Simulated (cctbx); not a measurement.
**Reading a Patterson map**

Space group Fd-3m (no. 227, origin choice 1), a = 11.4890 Å, b = 11.4890 Å, c = 11.4890 Å, α = 90.00°, β = 90.00°, γ = 90.00°, content W32 Yb16 Cd8.

Simulated single-crystal data (cctbx): synchrotron X-rays, λ = 0.7749 Å, to d = 0.6 Å, 50 % of the full sphere, strongest reflection 70000 counts, noise from counting, a 2 % proportional error and a noise floor of 8 counts (s.d.); no absorption.

Patterson synthesis from sharpened amplitudes, origin scaled to 1000:

```text
Patterson group F m -3 m
      u       v       w   height  length (A)
  0.000   0.000   0.000   1000.0     0.00
  0.000   0.250   0.250    583.3     4.06
  0.000   0.000   0.243    533.4     2.79
  0.250   0.250   0.250    506.3     4.97
  0.000   0.000   0.500    251.6     5.74
  0.120   0.120   0.380    113.8     4.78
  0.133   0.133   0.133     58.0     2.65
  0.000   0.000   0.077     38.6     0.88
  0.000   0.038   0.065     37.9     0.86
  0.000   0.185   0.285     35.3     3.90
  0.042   0.042   0.042     33.1     0.83
  0.037   0.121   0.379     29.7     4.59
  0.000   0.000   0.317     24.8     3.65
  0.000   0.046   0.185     22.9     2.18
```

Q: Assign the vectors.

A peak at u stands for all pairs with xi − xj = u, with weight Σ ZiZj against Σ Z² = 272064 at the origin. Peak heights follow these weights only roughly, since form factors, motion and series ripples differ, all vectors within 0.55 Å of a peak are counted as merged into it though the farther ones add only part of their weight, and F(000) is left out, which lowers the whole map:

| u | v | w | shortest length (Å) | height | 1000 ΣZiZj/ΣZ² | pairs in the cell |
| --- | --- | --- | --- | --- | --- | --- |
| 0.000 | 0.250 | 0.250 | 4.06 | 583 | 788 | 32 × W–W, 8 × Yb–Yb |
| 0.000 | 0.000 | 0.243 | 2.79 | 533 | 609 | 32 × W–Yb |
| 0.250 | 0.250 | 0.250 | 4.97 | 506 | 643 | 32 × W–Yb, 4 × Cd–Cd |
| 0.000 | 0.000 | 0.500 | 5.74 | 252 | 644 | 32 × W–W |
| 0.120 | 0.120 | 0.380 | 4.78 | 114 | 203 | 8 × W–Cd, 8 × Yb–Cd |
| 0.133 | 0.133 | 0.133 | 2.65 | 58 | 104 | 8 × W–Cd |

The table stops at ten peaks or at a height of 45, below which ripples compete. In the model behind the data W, the heaviest element, has 1 independent site: (0.3680, 0.8680, 0.3680), up to an allowed shift of origin; the W–W vectors are differences of these positions and their symmetry mates. Elements of similar Z can't be told apart from the map alone. The whole model:

```csv
atom,mult.,x,y,z,Ueq (Å²)
W1,32,0.3680,0.8680,0.3680,0.0078
Yb1,16,1/8,5/8,1/8,0.0086
Cd1,8,1/2,0,1/2,0.0221
```

This is a model crystal, built by substitution and not relaxed, with assumed displacement parameters.

[Logs are printed without paths, hosts, clocks, repeated set-up lines and the standing remarks that a program may print on its own settings, such as how far it seeks lower states.]
